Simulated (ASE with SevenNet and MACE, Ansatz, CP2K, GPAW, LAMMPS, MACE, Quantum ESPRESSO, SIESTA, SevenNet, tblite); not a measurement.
**Machine-learned potentials on liquid 68TiO2-32SiO2 (mol %) at 3000 K (93 atoms): settings against a plane-wave reference**

Aim: run liquid 68TiO2-32SiO2 (mol %) at 3000 K (93 atoms) in machine-learned potentials and see how near its forces come to a plane-wave reference, and at what cost.

Main program and level: ASE with SevenNet and MACE; the method is named at each step.

## Step 1: Set-up

The cell holds 93 atoms: 21 Ti, 10 Si and 62 O. Cell: a = 11.642 Å, b = 11.642 Å, c = 11.642 Å, α = 90.0°, β = 90.0°, γ = 90.0°. 93 atoms (21 Ti, 10 Si, 62 O) placed at random at 3.07 g/cm³, melted at 4000 K for 10 ps at fixed volume with the Morse and Coulomb pair potential with partial charges (Pedone, Malavasi, Menziani, Cormack and Segre, J. Phys. Chem. B 110, 11780 (2006)). Snapshot at the end of a hold of 10 ps at 3000 K and zero pressure.

The yardstick, on the same geometry:

- method: Kohn-Sham DFT, PBE, SSSP efficiency 1.3.0 pseudopotentials, plane waves (Quantum ESPRESSO 7.5); sssp-pbe-1.3.0-efficiency, cutoffs 60/480 Ry, Γ point
- r.m.s. force component: 2.888 eV/Å
- longest force: 11.95 eV/Å
- pressure: 5.219 GPa
- gap (highest filled to lowest empty level): 0.6998 eV
- time: 11 min on 4 MPI ranks of Arm Neoverse V2, shared host
- CPU time: 44 min

## Step 2: SevenNet l3i5 potential

Method: machine-learned interatomic potential SevenNet l3i5, trained on PBE(+U) plane-wave data.

run.py

```python
import numpy as np
from ase.io import read
import mlip  # loads the published weights by name

atoms = read("structure.xyz")
atoms.calc = mlip.calc("7net-l3i5")
energy = atoms.get_potential_energy()
forces = atoms.get_forces()
print(f"energy {energy:.6f} eV")
print("forces (eV/A)")
for i, (a, f) in enumerate(zip(atoms, forces)):
    print(f"{i:4d} {a.symbol:2s} {f[0]:10.5f} {f[1]:10.5f} {f[2]:10.5f}")
stress = -atoms.get_stress(voigt=False) * 160.21766
print("stress (GPa, compression positive)")
for row in stress:
    print(" ".join(f"{x:10.4f}" for x in row))
```

structure.xyz

```xyz
93
Lattice="11.64156 0.00000 0.00000 0.00000 11.64156 0.00000 0.00000 0.00000 11.64156" Properties=species:S:1:pos:R:3 pbc="T T T"
Ti 6.75408 11.59336 5.09283
Ti 4.48805 9.40417 6.44931
Ti 6.53965 0.99617 1.89874
Ti 1.21538 0.91549 3.06522
Ti 10.63503 7.72487 7.96818
Ti 6.10390 4.50039 1.24576
Ti 9.20824 3.83403 1.52679
Ti 10.81734 0.99954 0.13958
Ti 7.08342 3.73624 8.76190
Ti 3.99131 8.28565 2.91924
Ti 1.36451 4.00120 10.42246
Ti 9.74515 4.83241 10.26285
Ti 2.07697 9.59753 4.63707
Ti 11.44540 11.22421 8.56667
Ti 6.76933 7.65456 0.52620
Ti 0.47521 6.80181 2.17511
Ti 10.39277 8.90184 3.68549
Ti 8.23745 8.02790 5.75198
Ti 9.85388 0.70536 5.59959
Ti 3.89911 9.13257 11.43469
Ti 3.82251 2.19408 1.00374
Si 9.10777 9.98671 1.29023
Si 0.20349 5.58387 6.02684
Si 11.60163 3.93392 3.36534
Si 4.89446 6.11520 7.09006
Si 6.90368 5.29854 4.45290
Si 9.02128 4.05417 6.14779
Si 3.23682 11.15727 8.69531
Si 2.54554 4.14754 7.55037
Si 1.04332 7.72476 10.58718
Si 4.95139 1.76649 7.45886
O 11.27101 3.70562 10.11209
O 0.62480 8.65794 4.29108
O 1.11235 4.52938 7.07574
O 2.15800 3.81587 9.00021
O 5.83452 2.48699 8.53315
O 1.86218 5.72078 11.05552
O 3.80155 0.85728 8.22243
O 0.39640 4.79167 2.16917
O 2.42633 2.61923 11.23096
O 2.07173 10.88439 3.41435
O 10.82397 0.41432 7.15711
O 3.84451 9.46762 1.57173
O 5.71694 0.83819 6.32276
O 10.38392 7.21032 3.15626
O 7.79670 4.49760 10.02047
O 8.33280 11.57602 5.75733
O 5.27514 1.30455 0.71561
O 10.31594 9.81628 2.17127
O 6.41846 0.30885 3.61505
O 9.79730 5.18177 0.44622
O 4.69353 3.74509 1.22818
O 2.47360 8.19810 10.87566
O 2.35229 7.54361 2.57616
O 8.39042 3.82856 7.51684
O 9.13839 7.70345 7.16759
[... 33 atom lines left out ...]
O 6.34442 9.78264 5.75279
O 10.09149 5.88760 8.91173
O 7.30962 3.04625 1.33925
O 6.67737 4.90645 2.72133
```

Command:

```console
> OMP_NUM_THREADS=1 python run.py > output.txt
```

What it wrote:

```text
energy -754.914185 eV
forces (eV/A)
   0 Ti   -1.13508   -4.26032   11.20852
   1 Ti    0.81635    0.17197   -2.12129
   2 Ti    4.16673   -1.82273   -1.91177
   3 Ti    0.07837    0.07008    0.53111
   4 Ti    2.24002    1.26544    4.23285
   5 Ti    4.59221    0.10442   -4.27703
   6 Ti   -0.23119   -0.72540   -1.09840
   7 Ti   -4.77343   -1.98648   -2.59094
   8 Ti   -2.16669    1.92537   -5.12541
   9 Ti    1.92233   -0.89618   -3.72583
  10 Ti    0.68530    1.33167    7.28412
  11 Ti    0.78765   -0.88271   -1.50061
  12 Ti   -0.33380   -2.24036   -5.95496
  13 Ti    0.84832   -2.00772   -0.94556
  14 Ti   -2.27775   -1.23329    3.25486
  15 Ti    0.76364   -0.24188    0.47535
  16 Ti    5.45105   -0.82130    0.48833
  17 Ti   -1.47676    9.79110    3.23742
  18 Ti    4.68061    3.95738   -0.16249
  19 Ti   -5.03836    1.68792    1.67674
  20 Ti   -6.25825    2.31215   -4.16037
  21 Si   -7.02630    1.16260   -3.44703
  22 Si    0.34615   -1.82700    0.35217
  23 Si    4.69324   -0.88689    5.59703
[...]
85 O    -0.59355   -0.09487    1.09558
  86 O     0.92871    2.84324   -2.25109
  87 O    -1.75751    1.70804   -2.58395
  88 O    -1.58777    2.63718    1.05531
  89 O    -1.22988   -0.89662    0.71249
  90 O    -0.03519    1.55040    0.75120
  91 O     1.52713   -2.45055    0.42587
  92 O     2.54414    3.52194   11.50714
stress (GPa, compression positive)
    6.5022     2.9467     1.3541
    2.9467     1.9097     0.2765
    1.3541     0.2765    10.2695
```

The job ended after 10 s (1 thread of Arm Neoverse V2, shared host; peak memory 1.4 GiB).

Banners, paths, timers and routine set-up lines are dropped from the logs unmarked, and long logs keep their key lines alone; longer cuts are marked.

Numbers from this run, and their distance from the reference:

| Item | Value |
| --- | --- |
| r.m.s. force component | 2.947 eV/Å |
| r.m.s. difference of force components | 222.5 meV/Å |
| longest difference of force vectors | 1176 meV/Å |
| force difference over r.m.s. force | 7.703 % |
| slope of forces against the reference's | 1.017 |
| correlation of force components | 0.9973 |
| pressure | 6.227 GPa |
| pressure difference | 1.008 GPa |

Length of the force difference by element (eV/Å):

```csv
element,atoms,mean,most
O,62,0.30,1.2
Si,10,0.31,0.56
Ti,21,0.41,0.98
```

Local excerpt of 9 atoms (numbers count through the whole input) about O92, which has 3 bonded neighbours where the commonest count for O is 2; x, y, z are measured from there.

```csv
atom,x,y,z,distance (Å),bonds,Fx,Fy,Fz (eV/Å)
O92,0.00,0.00,0.00,0.00,3,1.53,-2.45,0.43
Ti6,-1.21,1.45,-0.09,1.89,4,4.59,0.10,-4.28
Ti7,1.90,0.79,0.19,2.06,4,-0.23,-0.73,-1.10
Ti3,-0.77,-2.05,0.56,2.26,4,4.17,-1.82,-1.91
O93,-0.63,1.86,1.38,2.40,2,2.54,3.52,11.51
O52,-2.62,0.70,-0.11,2.71,2,-7.19,-1.68,0.30
O48,-2.03,-1.74,-0.62,2.75,2,3.20,-3.25,-0.38
O60,2.60,-0.43,-0.87,2.78,2,-0.94,-0.03,0.18
O87,-0.59,2.77,-1.03,3.01,2,0.93,2.84,-2.25
```

Atoms are counted from 1 here, from 0 in the log.

Forces lie 7.7 % from the reference's, at 0.0037 times its CPU time (on 1 against 4 cores).

## Step 3: MACE MPA-0 medium potential

Method: machine-learned interatomic potential MACE MPA-0 medium, trained on PBE(+U) plane-wave data.

Edit run.py of step 2 so:

```diff
@@ -5,3 +5,3 @@
 atoms = read("structure.xyz")
-atoms.calc = mlip.calc("7net-l3i5")
+atoms.calc = mlip.calc("mace-mpa-0-medium")
 energy = atoms.get_potential_energy()
```

structure.xyz is that of step 2.

What it wrote:

```text
energy -754.195416 eV
forces (eV/A)
   0 Ti   -1.32691   -4.65733   11.88246
   1 Ti    0.70989    0.35216   -1.72765
   2 Ti    4.65027   -1.65237   -1.81843
   3 Ti   -0.08083    0.23193    0.95708
   4 Ti    2.54158    1.68796    4.59720
   5 Ti    5.12463   -0.03774   -3.83675
   6 Ti   -0.44844   -0.99513   -0.93914
   7 Ti   -4.88980   -2.22230   -2.61654
   8 Ti   -2.65397    1.83138   -5.53350
   9 Ti    1.78110   -1.03079   -3.95121
  10 Ti    1.13714    1.75938    7.10794
  11 Ti    0.66806   -0.92921   -1.36678
  12 Ti   -0.26729   -2.00405   -5.60961
  13 Ti    0.96304   -2.05362   -0.78817
  14 Ti   -1.82990   -0.86129    3.56136
  15 Ti    1.17077   -0.26824    0.36323
  16 Ti    5.62434   -0.81021    0.51343
  17 Ti   -1.08972    9.75757    2.94334
  18 Ti    5.11088    3.87389   -0.02644
  19 Ti   -5.75942    1.62637    1.72875
  20 Ti   -6.31497    2.41146   -4.33815
  21 Si   -7.63638    1.92060   -3.64254
  22 Si    0.48607   -2.07239    0.39881
  23 Si    4.77372   -0.94995    5.51242
[...]
85 O    -0.50778   -0.00848    1.00619
  86 O     0.84854    2.62226   -2.21069
  87 O    -1.82645    1.67078   -2.59908
  88 O    -1.35716    2.17718    1.05620
  89 O    -1.30274   -0.79066    0.58938
  90 O    -0.14882    1.52730    0.69116
  91 O     1.20383   -1.98617    0.37536
  92 O     2.48520    3.42237   10.98970
stress (GPa, compression positive)
    6.7334     2.7296     1.5932
    2.7296     1.9967     0.1632
    1.5932     0.1632    10.8857
```

The job ended after 8.4 s (1 thread; peak memory 1 GiB).

Against the reference:

| Property | Result |
| --- | --- |
| r.m.s. force component | 2.981 eV/Å |
| r.m.s. difference of force components | 263.9 meV/Å |
| longest difference of force vectors | 1281 meV/Å |
| force difference over r.m.s. force | 9.138 % |
| slope of forces against the reference's | 1.028 |
| correlation of force components | 0.9964 |
| pressure | 6.539 GPa |
| pressure difference | 1.32 GPa |

Against the first run (7.7 %), the force difference from the reference is 9.1 %, at 0.86 times the CPU time.

## Step 4: MACE MP-0b3 medium potential

Method: machine-learned interatomic potential MACE MP-0b3 medium, trained on PBE(+U) plane-wave data.

Edit run.py of step 3 so:

```diff
@@ -5,3 +5,3 @@
 atoms = read("structure.xyz")
-atoms.calc = mlip.calc("mace-mpa-0-medium")
+atoms.calc = mlip.calc("mace-mp-0b3-medium")
 energy = atoms.get_potential_energy()
```

structure.xyz is that of step 3.

What it wrote:

```text
energy -755.145045 eV
forces (eV/A)
   0 Ti   -0.74670   -4.27352   11.35701
   1 Ti    1.02862   -0.11547   -2.25857
   2 Ti    4.16496   -1.59499   -1.73445
   3 Ti    0.22769    0.19755    0.60283
   4 Ti    1.97608    1.00323    4.02706
   5 Ti    4.67236    0.33079   -3.82413
   6 Ti   -0.61532   -0.81252   -0.78692
   7 Ti   -4.66440   -1.64195   -2.30516
   8 Ti   -2.18175    1.88630   -5.04897
   9 Ti    1.72152   -0.98053   -3.41462
  10 Ti    0.44524    1.56185    6.62070
  11 Ti    0.65334   -0.97557   -1.23460
  12 Ti   -0.22711   -2.06812   -5.42763
  13 Ti    0.50815   -1.83138   -1.04400
  14 Ti   -2.19136   -1.24388    3.30778
  15 Ti    1.05546    0.00762    0.23805
  16 Ti    4.81337   -0.87250    0.74435
  17 Ti   -0.97775    8.88775    2.68555
  18 Ti    4.32506    3.65469   -0.16902
  19 Ti   -4.74227    1.32566    1.81508
  20 Ti   -5.40163    2.16791   -3.94278
  21 Si   -7.35629    1.64214   -3.02044
  22 Si    0.43414   -1.73271    0.42172
  23 Si    4.46932   -1.08116    5.44730
[...]
85 O    -0.49823   -0.10032    1.12551
  86 O     1.03245    2.78219   -2.35638
  87 O    -1.74094    1.69508   -2.33752
  88 O    -1.12451    2.15656    0.83921
  89 O    -1.45031   -0.73586    0.52251
  90 O     0.00814    1.45518    0.61370
  91 O     1.70106   -2.08912    0.28017
  92 O     2.48130    3.31229   11.16458
stress (GPa, compression positive)
    5.8367     2.6164     1.4814
    2.6164     1.8964     0.1641
    1.4814     0.1641     9.7734
```

Elapsed: 8.5 s, on 1 thread; peak memory 0.99 GiB.

Against the reference:

```yaml
r_m_s_force_component: 2.853 eV/Å
r_m_s_difference_of_force_components: 274.3 meV/Å
longest_difference_of_force_vectors: 1123 meV/Å
force_difference_over_r_m_s_force: 9.497 %
slope_of_forces_against_the_reference_s: 0.9832
correlation_of_force_components: 0.9955
pressure: 5.835 GPa
pressure_difference: 0.6168 GPa
```

Against the first run (7.7 %), the force difference from the reference is 9.5 %, at 0.86 times the CPU time.

## Step 5: The ladder

Differences are against the plane-wave reference, forces as r.m.s. over components; share is that over the reference's r.m.s. force, slope the least-squares factor from reference forces to these. Total energies of different programs have different zeros and aren't compared.

```csv
run,"Δ force, r.m.s. (meV/Å)",share (%),slope,Δ pressure (GPa),cores,CPU time,memory (GiB)
reference,-,-,-,-,4,44 min,5.1
SevenNet l3i5 potential,222,7.70,1.017,1.01,1,9.6 s,1.4
MACE MPA-0 medium potential,264,9.14,1.028,1.32,1,8.2 s,1
MACE MP-0b3 medium potential,274,9.50,0.983,0.617,1,8.3 s,0.99
```

Times of the machine-learned potentials are mostly Python's start and the loading of weights.

CPU time is summed over cores on a shared host, where runs went side by side, so it is rough. Symmetry, cutoffs, thresholds, outputs and thread counts weren't matched or tuned between programs; memory under MPI is the largest rank's times the ranks.

## Step 6: Outcome

| Item | Value |
| --- | --- |
| nearest in forces | SevenNet l3i5 potential, 7.7 % |
| its CPU time | 9.6 s |

In words: Machine-learned potentials differ by 7.7 % (SevenNet l3i5 potential) to 9.5 % (MACE MP-0b3 medium potential); they were trained on other programs' data. The reference's pressure holds the uncorrected Pulay stress of its 60 Ry basis, so small pressure differences, and their order, may be the reference's own error. The frame stands for 3000 K, but pressures are static and levels are smeared at 580 K. Machine-learned potentials mimic data converged in k, so the reference's own k-point error enters their differences. The network of bonds at the start is that of the classical potential that made the cell, and needn't be the one that DFT or experiment would give. The reference's stress is far from hydrostatic: its diagonal is 5.6, 0.9, 9.2 GPa, compression counted positive. The runs have no spin polarisation, so any moments at edges, vacancies or dangling bonds can't form. The electronic-structure runs sample only Γ, in a cell whose shortest periodic width is 12 Å.

[Also dropped from logs without a mark: logging warnings of Python, and SIESTA's first energy breakdown and zero terms.]

[Logs are printed without paths, hosts, clocks, repeated set-up lines and the standing remarks that a program may print on its own settings, such as how far it seeks lower states.]

[Hosts, paths, dates, database ids (printed as entryN), source tags and the programs' standing remarks are cut or masked in the printed files.]
